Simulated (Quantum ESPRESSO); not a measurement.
# Magnetic state of Ba2FeMoO6 from several starts

A self-consistent run ends on one state, which hangs on the start. Several orders of Ba2FeMoO6 are started in Quantum ESPRESSO and their energies compared.

Program: Quantum ESPRESSO 7.5. Level of theory: PBEsol with U = 4.5 eV on Fe d and U = 2 eV on Mo d (ortho-atomic projectors); plane waves with GBRV 1.5 PBEsol potentials, no spin-orbit coupling. Results are calculated unless marked as measured.

## (1) The structure

Symmetry: Fm-3m, No. 225, cubic system. Conventional cell: a = 8.069 Å, b = 8.069 Å, c = 8.069 Å, α = 90.00°, β = 90.00°, γ = 90.00°. Nearest to Ba lie 12 O at 2.85 Å. Fe has 6 O at 2.07 Å nearest. Mo has 6 O at 1.96 Å nearest. Nearest to O lie 1 Mo at 1.96 Å and 1 Fe at 2.07 Å and 4 Ba at 2.85 Å. Farther neighbours and most contacts between anions are not listed.

Structure file:

```cif
data_structure
_symmetry_space_group_name_H-M 'P 1'
_symmetry_Int_Tables_number 1
_cell_length_a 5.7056
_cell_length_b 5.7056
_cell_length_c 5.7056
_cell_angle_alpha 60.000
_cell_angle_beta 60.000
_cell_angle_gamma 60.000
_cell_volume 131.34
loop_
_atom_site_label
_atom_site_type_symbol
_atom_site_fract_x
_atom_site_fract_y
_atom_site_fract_z
_atom_site_occupancy
Ba1 Ba 0.25000 0.25000 0.25000 1
Ba2 Ba 0.75000 0.75000 0.75000 1
Fe3 Fe 0.50000 0.50000 0.50000 1
Mo4 Mo 0.00000 0.00000 0.00000 1
O5 O 0.75680 0.24320 0.24320 1
O6 O 0.24320 0.75680 0.24320 1
O7 O 0.24320 0.75680 0.75680 1
O8 O 0.75680 0.24320 0.75680 1
O9 O 0.24320 0.24320 0.75680 1
O10 O 0.75680 0.75680 0.24320 1
```

The cell comes from the Crystallography Open Database.

## (2) Run 1, typed as ferro ++

The signs are those of the starting moments on the seeded atoms, the atoms that are given a moment.

pw.in

```
&CONTROL
  calculation = 'scf'
  prefix = 'pwscf'
  outdir = './tmp'
  pseudo_dir = './pseudo'
  disk_io = 'nowf'
/
&SYSTEM
  ibrav = 0
  nat = 10
  ntyp = 4
  ecutwfc = 40
  ecutrho = 280
  nbnd = 60
  occupations = 'smearing'
  smearing = 'fd'
  degauss = 0.00367493
  nspin = 2
  starting_magnetization(1) = 0
  starting_magnetization(2) = 0.25
  starting_magnetization(3) = 0.1429
  starting_magnetization(4) = 0
/
&ELECTRONS
  conv_thr = 2d-08
  electron_maxstep = 150
  mixing_beta = 0.3
/
ATOMIC_SPECIES
Ba    137.3270 ba_pbesol_v1.uspp.F.UPF
Fe     55.8450 fe_pbesol_v1.5.uspp.F.UPF
Mo     95.9500 mo_pbesol_v1.uspp.F.UPF
O      15.9990 o_pbesol_v1.2.uspp.F.UPF
CELL_PARAMETERS angstrom
   0.0000000000    4.0345000000    4.0345000000
   4.0345000000    0.0000000000    4.0345000000
   4.0345000000    4.0345000000    0.0000000000
ATOMIC_POSITIONS crystal
Ba      0.2500000000    0.2500000000    0.2500000000
Ba      0.7500000000    0.7500000000    0.7500000000
Fe      0.5000000000    0.5000000000    0.5000000000
Mo      0.0000000000    0.0000000000    0.0000000000
O       0.7568000000    0.2432000000    0.2432000000
O       0.2432000000    0.7568000000    0.2432000000
O       0.2432000000    0.7568000000    0.7568000000
O       0.7568000000    0.2432000000    0.7568000000
O       0.2432000000    0.2432000000    0.7568000000
O       0.7568000000    0.7568000000    0.2432000000
K_POINTS automatic
4 4 4 0 0 0
HUBBARD {ortho-atomic}
U Fe-3d 4.5000
U Mo-4d 2.0000
```

Launch:

```bash
> OMP_NUM_THREADS=1 mpirun -n 4 pw.x -nk 4 -in pw.in > pw.out
```

The log of the run:

```text
Program PWSCF v.7.5 starts

     Message from routine setup:
     using ibrav=0 with symmetry is DISCOURAGED, use correct ibrav instead

     K-points division:     npool     =       4
     Subspace diagonalization in iterative solution of the eigenvalue problem:

     G-vector sticks info
     --------------------
     sticks:   dense  smooth     PW     G-vecs:    dense   smooth      PW
     Sum        2233    1285    367                70049    30395    4645

     Using Slab Decomposition

     bravais-lattice index     =            0
     lattice parameter (alat)  =      10.7821  a.u.
     unit-cell volume          =     886.3306 (a.u.)^3
     number of atoms/cell      =           10
     number of atomic types    =            4
     number of electrons       =        86.00
     number of Kohn-Sham states=           60
     kinetic-energy cutoff     =      40.0000  Ry
     charge density cutoff     =     280.0000  Ry
     scf convergence threshold =      2.0E-08
     mixing beta               =       0.3000
     number of iterations used =            8  plain     mixing
     Exchange-correlation= SLA  PW   PSX  PSC
                           (   1   4  10   8   0   0   0)
     Hubbard projectors: ortho-atomic
     Hubbard parameters of DFT+U (Dudarev formulation) in eV:
     U(Fe-3d) =  4.5000
     U(Mo-4d) =  2.0000

     Internal variables: lda_plus_u =T, lda_plus_u_kind = 0

     Internal variables: orbital_resolved =F, hub_pot_fix =F, apply_U = F

     celldm(1)=  10.782106  celldm(2)=   0.000000  celldm(3)=   0.000000
     celldm(4)=   0.000000  celldm(5)=   0.000000  celldm(6)=   0.000000

     crystal axes: (cart. coord. in units of alat)
               a(1) = (   0.000000   0.707107   0.707107 )
               a(2) = (   0.707107   0.000000   0.707107 )
               a(3) = (   0.707107   0.707107   0.000000 )

     reciprocal axes: (cart. coord. in units 2 pi/alat)
               b(1) = ( -0.707107  0.707107  0.707107 )
               b(2) = (  0.707107 -0.707107  0.707107 )
               b(3) = (  0.707107  0.707107 -0.707107 )

     PseudoPot. # 1 for Ba read from file:
     ba_pbesol_v1.uspp.F.UPF
     Pseudo is Ultrasoft + core correction, Zval = 10.0
     Generated by new atomic code, or converted to UPF format
     Using radial grid of  907 points,  7 beta functions with:
                l(1) =   0
                l(2) =   0
                l(3) =   1
                l(4) =   1
                l(5) =   2
                l(6) =   2
                l(7) =   3
     Q(r) pseudized with  6 coefficients,  rinner =    1.700   1.700   1.700
                                                       1.700   1.700   1.700
                                                       1.700

     PseudoPot. # 2 for Fe read from file:
     fe_pbesol_v1.5.uspp.F.UPF
     Pseudo is Ultrasoft + core correction, Zval = 16.0
     Generated by new atomic code, or converted to UPF format
     Using radial grid of  861 points,  6 beta functions with:
                l(1) =   0
                l(2) =   0
                l(3) =   1
                l(4) =   1
                l(5) =   2
                l(6) =   2
     Q(r) pseudized with  8 coefficients,  rinner =    1.000   1.000   1.000
                                                       1.000   1.000

     PseudoPot. # 3 for Mo read from file:
     mo_pbesol_v1.uspp.F.UPF
     Pseudo is Ultrasoft + core correction, Zval = 14.0
     Generated by new atomic code, or converted to UPF format
     Using radial grid of  889 points,  6 beta functions with:
                l(1) =   0
                l(2) =   0
                l(3) =   1
                l(4) =   1
                l(5) =   2
                l(6) =   2
     Q(r) pseudized with  6 coefficients,  rinner =    1.000   1.000   1.000
                                                       1.000   1.000

     PseudoPot. # 4 for O  read from file:
     o_pbesol_v1.2.uspp.F.UPF
     Pseudo is Ultrasoft + core correction, Zval =  6.0
     Generated by new atomic code, or converted to UPF format
     Using radial grid of  737 points,  5 beta functions with:
                l(1) =   0
                l(2) =   0
                l(3) =   1
                l(4) =   1
                l(5) =   2
     Q(r) pseudized with  8 coefficients,  rinner =    0.900   0.900   0.900
                                                       0.900   0.900

     atomic species   valence    mass     pseudopotential
     Ba               10.00   137.32700     Ba( 1.00)
     Fe               16.00    55.84500     Fe( 1.00)
     Mo               14.00    95.95000     Mo( 1.00)
     O                 6.00    15.99900     O ( 1.00)

     Starting magnetic structure
     atomic species   magnetization
     Ba              0.000
     Fe              0.250
     Mo              0.143
     O               0.000

     48 Sym. Ops., with inversion, found

   Cartesian axes

     site n.     atom                  positions (alat units)
         1        Ba     tau(   1) = (   0.3535534   0.3535534   0.3535534  )
         2        Ba     tau(   2) = (   1.0606602   1.0606602   1.0606602  )
         3        Fe     tau(   3) = (   0.7071068   0.7071068   0.7071068  )
         4        Mo     tau(   4) = (   0.0000000   0.0000000   0.0000000  )
         5        O      tau(   5) = (   0.3439367   0.7071068   0.7071068  )
         6        O      tau(   6) = (   0.7071068   0.3439367   0.7071068  )
         7        O      tau(   7) = (   1.0702768   0.7071068   0.7071068  )
         8        O      tau(   8) = (   0.7071068   1.0702768   0.7071068  )
         9        O      tau(   9) = (   0.7071068   0.7071068   0.3439367  )
        10        O      tau(  10) = (   0.7071068   0.7071068   1.0702768  )

     number of k points=     8  Fermi-Dirac smearing, width (Ry)=  0.0037
                       cart. coord. in units 2pi/alat
        k(    1) = (   0.0000000   0.0000000   0.0000000), wk =   0.0156250
        k(    2) = (   0.1767767   0.1767767  -0.1767767), wk =   0.1250000
        k(    3) = (  -0.3535534  -0.3535534   0.3535534), wk =   0.0625000
        k(    4) = (   0.3535534   0.0000000   0.0000000), wk =   0.0937500
        k(    5) = (  -0.1767767  -0.5303301   0.5303301), wk =   0.3750000
        k(    6) = (   0.0000000  -0.3535534   0.3535534), wk =   0.1875000
        k(    7) = (  -0.7071068   0.0000000   0.0000000), wk =   0.0468750
        k(    8) = (  -0.7071068   0.3535534   0.0000000), wk =   0.0937500

     Dense  grid:    70049 G-vectors     FFT dimensions: (  60,  60,  60)

     Smooth grid:    30395 G-vectors     FFT dimensions: (  45,  45,  45)

     Check: negative core charge=   -0.000012
     Generating pointlists ...
     new r_m :   0.2063 (alat units)  2.2242 (a.u.) for type    1
     new r_m :   0.1498 (alat units)  1.6152 (a.u.) for type    2
     new r_m :   0.1419 (alat units)  1.5297 (a.u.) for type    3
     new r_m :   0.1419 (alat units)  1.5297 (a.u.) for type    4

     Initial potential from superposition of free atoms

     starting charge      84.9714, renormalised to      86.0000

     negative rho (up, down):  9.647E-02 9.660E-02

     STARTING HUBBARD OCCUPATIONS:

     =================== HUBBARD OCCUPATIONS ===================
     ------------------------ ATOM    3 ------------------------
     Tr[ns(  3)] (up, down, total) =   5.00000  0.00000  5.00000
     Atomic magnetic moment for atom   3 =   5.00000
     [... lines left out ...]
     ------------------------ ATOM    4 ------------------------
     Tr[ns(  4)] (up, down, total) =   4.00000  0.00000  4.00000
     Atomic magnetic moment for atom   4 =   4.00000
     [... lines left out ...]
     Number of occupied Hubbard levels =    9.0000

     Atomic wfc used for Hubbard projectors are orthogonalized

     Starting wfcs are   76 randomized atomic wfcs

     Self-consistent Calculation

     iteration #  1     ecut=    40.00 Ry     beta= 0.30
     Davidson diagonalization with overlap
     ethr =  1.00E-02,  avg # of iterations =  2.2

     =================== HUBBARD OCCUPATIONS ===================
     ------------------------ ATOM    3 ------------------------
     Tr[ns(  3)] (up, down, total) =   4.97856  1.43209  6.41065
     Atomic magnetic moment for atom   3 =   3.54647
     [... lines left out ...]
     ------------------------ ATOM    4 ------------------------
     Tr[ns(  4)] (up, down, total) =   1.07421  0.76915  1.84336
     Atomic magnetic moment for atom   4 =   0.30506
     [... lines left out ...]
     Number of occupied Hubbard levels =    8.2540

     negative rho (up, down):  9.394E-02 9.403E-02

     total energy              =    -722.79582324 Ry
     estimated scf accuracy    <       4.16235084 Ry

     total magnetization       =     4.00 Bohr mag/cell
     absolute magnetization    =     4.09 Bohr mag/cell

     iteration #  2     ecut=    40.00 Ry     beta= 0.30
     Davidson diagonalization with overlap
     ethr =  4.84E-03,  avg # of iterations =  2.5

     negative rho (up, down):  9.254E-02 9.273E-02

     total energy              =    -723.49186106 Ry
     estimated scf accuracy    <       1.72863520 Ry

     total magnetization       =     5.65 Bohr mag/cell
     absolute magnetization    =     5.69 Bohr mag/cell

     iteration #  3     ecut=    40.00 Ry     beta= 0.30
     Davidson diagonalization with overlap
     ethr =  2.01E-03,  avg # of iterations =  1.8

     negative rho (up, down):  9.136E-02 9.153E-02

     total energy              =    -723.70858913 Ry
     estimated scf accuracy    <       0.41829886 Ry

     total magnetization       =     4.00 Bohr mag/cell
     absolute magnetization    =     4.09 Bohr mag/cell

     [... further iterations left out ...]

     iteration # 14     ecut=    40.00 Ry     beta= 0.30
     Davidson diagonalization with overlap
     ethr =  7.74E-09,  avg # of iterations =  2.0

     negative rho (up, down):  8.805E-02 8.741E-02

     total energy              =    -723.80038327 Ry
     estimated scf accuracy    <       0.00000005 Ry

     total magnetization       =     4.00 Bohr mag/cell
     absolute magnetization    =     5.31 Bohr mag/cell

     iteration # 15     ecut=    40.00 Ry     beta= 0.30
     Davidson diagonalization with overlap
     ethr =  5.46E-11,  avg # of iterations =  2.8

     negative rho (up, down):  8.805E-02 8.741E-02

     total energy              =    -723.80038332 Ry
     estimated scf accuracy    <       0.00000006 Ry

     total magnetization       =     4.00 Bohr mag/cell
     absolute magnetization    =     5.31 Bohr mag/cell

     iteration # 16     ecut=    40.00 Ry     beta= 0.30
     Davidson diagonalization with overlap
     ethr =  5.46E-11,  avg # of iterations =  1.2

     negative rho (up, down):  8.805E-02 8.741E-02

     total energy              =    -723.80038333 Ry
     estimated scf accuracy    <       0.00000002 Ry

     total magnetization       =     4.00 Bohr mag/cell
     absolute magnetization    =     5.31 Bohr mag/cell

     iteration # 17     ecut=    40.00 Ry     beta= 0.30
     Davidson diagonalization with overlap
     ethr =  2.43E-11,  avg # of iterations =  2.0

     negative rho (up, down):  8.805E-02 8.741E-02

     Magnetic moment per site  (integrated on atomic sphere of radius R)
     atom   1 (R=0.206)  charge=  6.9096  magn= -0.0055
     atom   2 (R=0.206)  charge=  6.9096  magn= -0.0055
     atom   3 (R=0.150)  charge= 13.1828  magn=  3.8619
     atom   4 (R=0.142)  charge=  8.8824  magn= -0.3457
     atom   5 (R=0.142)  charge=  5.3880  magn=  0.0833
     atom   6 (R=0.142)  charge=  5.3880  magn=  0.0833
     atom   7 (R=0.142)  charge=  5.3880  magn=  0.0833
     atom   8 (R=0.142)  charge=  5.3880  magn=  0.0833
     atom   9 (R=0.142)  charge=  5.3880  magn=  0.0833
     atom  10 (R=0.142)  charge=  5.3880  magn=  0.0833

     End of self-consistent calculation

     =================== HUBBARD OCCUPATIONS ===================
     ------------------------ ATOM    3 ------------------------
     Tr[ns(  3)] (up, down, total) =   4.96508  0.85907  5.82415
     Atomic magnetic moment for atom   3 =   4.10601
     [... lines left out ...]
     ------------------------ ATOM    4 ------------------------
     Tr[ns(  4)] (up, down, total) =   1.70814  2.32242  4.03056
     Atomic magnetic moment for atom   4 =  -0.61427
     [... lines left out ...]
     Number of occupied Hubbard levels =    9.8547

     [... lines left out ...]
     the Fermi energy is    12.6867 ev

!    total energy              =    -723.80038334 Ry
     estimated scf accuracy    <          3.0E-09 Ry
     smearing contrib. (-TS)   =      -0.00080310 Ry
     internal energy E=F+TS    =    -723.79958023 Ry

     The total energy is F=E-TS. E is the sum of the following terms:
     one-electron contribution =    -280.51762965 Ry
     hartree contribution      =     190.86830208 Ry
     xc contribution           =    -146.86371563 Ry
     ewald contribution        =    -487.58168434 Ry
     Hubbard energy            =       0.29514732 Ry

     total magnetization       =     4.00 Bohr mag/cell
     absolute magnetization    =     5.31 Bohr mag/cell

     convergence has been achieved in  17 iterations

=------------------------------------------------------------------------------=
   JOB DONE.
=------------------------------------------------------------------------------=
```

Elapsed: 44 s, on 4 MPI ranks of Arm Neoverse V2, shared host; peak memory 1 GiB.

Spin moment in the atom's sphere by atom:

| atom | spin moment in the atom's sphere (μB) |
| --- | --- |
| Ba1 | -0.01 |
| Ba2 | -0.01 |
| Fe3 | 3.86 |
| Mo4 | -0.35 |
| O5 | 0.08 |
| O6 | 0.08 |
| O7 | 0.08 |
| O8 | 0.08 |
| O9 | 0.08 |
| O10 | 0.08 |

Read from the output:

```yaml
smearing_term_ts: 0.01093 eV
magnetization: 4 μB
absolute_magnetization: 5.307 μB
final_state: ferrimagnetic
```

The typed signs were not kept.

(Continued in part 2 of 2.)

[Logs and program files are shortened in this print: banners, set-up blocks, solver, clock and traceback lines can be left out without a mark of their own.]

[Logs are printed without paths, hosts, clocks, repeated set-up lines and the standing remarks that a program may print on its own settings, such as how far it seeks lower states.]

[Hosts, paths, dates, database ids (printed as entryN), source tags and the programs' standing remarks are cut or masked in the printed files.]

[Where a cell is said to come from a database of computed structures, the database is the Materials Project.]
